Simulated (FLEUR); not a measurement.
Computed results, one entry a study.

```cif
data_cro2
_symmetry_space_group_name_H-M 'P4_2/mnm'
_symmetry_Int_Tables_number 136
_cell_length_a 4.4210
_cell_length_b 4.4210
_cell_length_c 2.9170
_cell_angle_alpha 90.000
_cell_angle_beta 90.000
_cell_angle_gamma 90.000
_cell_volume 57.01
loop_
_atom_site_label
_atom_site_type_symbol
_atom_site_symmetry_multiplicity
_atom_site_Wyckoff_symbol
_atom_site_fract_x
_atom_site_fract_y
_atom_site_fract_z
_atom_site_occupancy
Cr1 Cr 2 a 0.00000 0.00000 0.00000 1
O1 O 4 f 0.30100 0.30100 0.00000 1
_calc_subject 'Magnetic state of CrO2 from several starts'
_calc_method 'PBE with U = 3.5 eV on Cr d; all-electron FLAPW, Dirac cores, scalar-relativistic bands'
_calc_program 'FLEUR MaX-R8.1'
_calc_settings_of_one_run 'kmax 4.4 1/bohr, gmax 13.2 1/bohr, muffin tin radii Cr: 2.22, O: 1.25 bohr, lmax Cr: [8, 6], O: [6, 4], hist occupations, smearing width 0.1 eV, mixer Anderson, mixing 0.05, max iterations 120, stop 0.0001 me/bohr³, collinear spin, 8×8×10 k-mesh, double counting FLL, mesh matched on, starting moments 3 3 0 0 0 0 μB'
_calc_cost '2 runs, 20 min in all on 2 MPI ranks of Arm Neoverse N1, shared host (the runs of this entry)'
_calc_notes 'The run is spin-polarised, with a total moment of 4.00 μB a cell. This is the lowest of 2 finished starts, no proof of the ground state.'
_calc_lowest_state_found 'ferromagnetic (initial ferro ++)'
_calc_largest_site_spin_moment '2.26 μB'
_calc_next_finished_state 'antiferromagnetic, 169 meV a seeded atom higher'
```

[Logs and program files are shortened in this print: banners, set-up blocks, solver, clock and traceback lines can be left out without a mark of their own.]

[Logs are printed without paths, hosts, clocks, repeated set-up lines and the standing remarks that a program may print on its own settings, such as how far it seeks lower states.]

[Hosts, paths, dates, database ids (printed as entryN), source tags and the programs' standing remarks are cut or masked in the printed files.]

[Where a cell is said to come from a database of computed structures, the database is the Materials Project.]
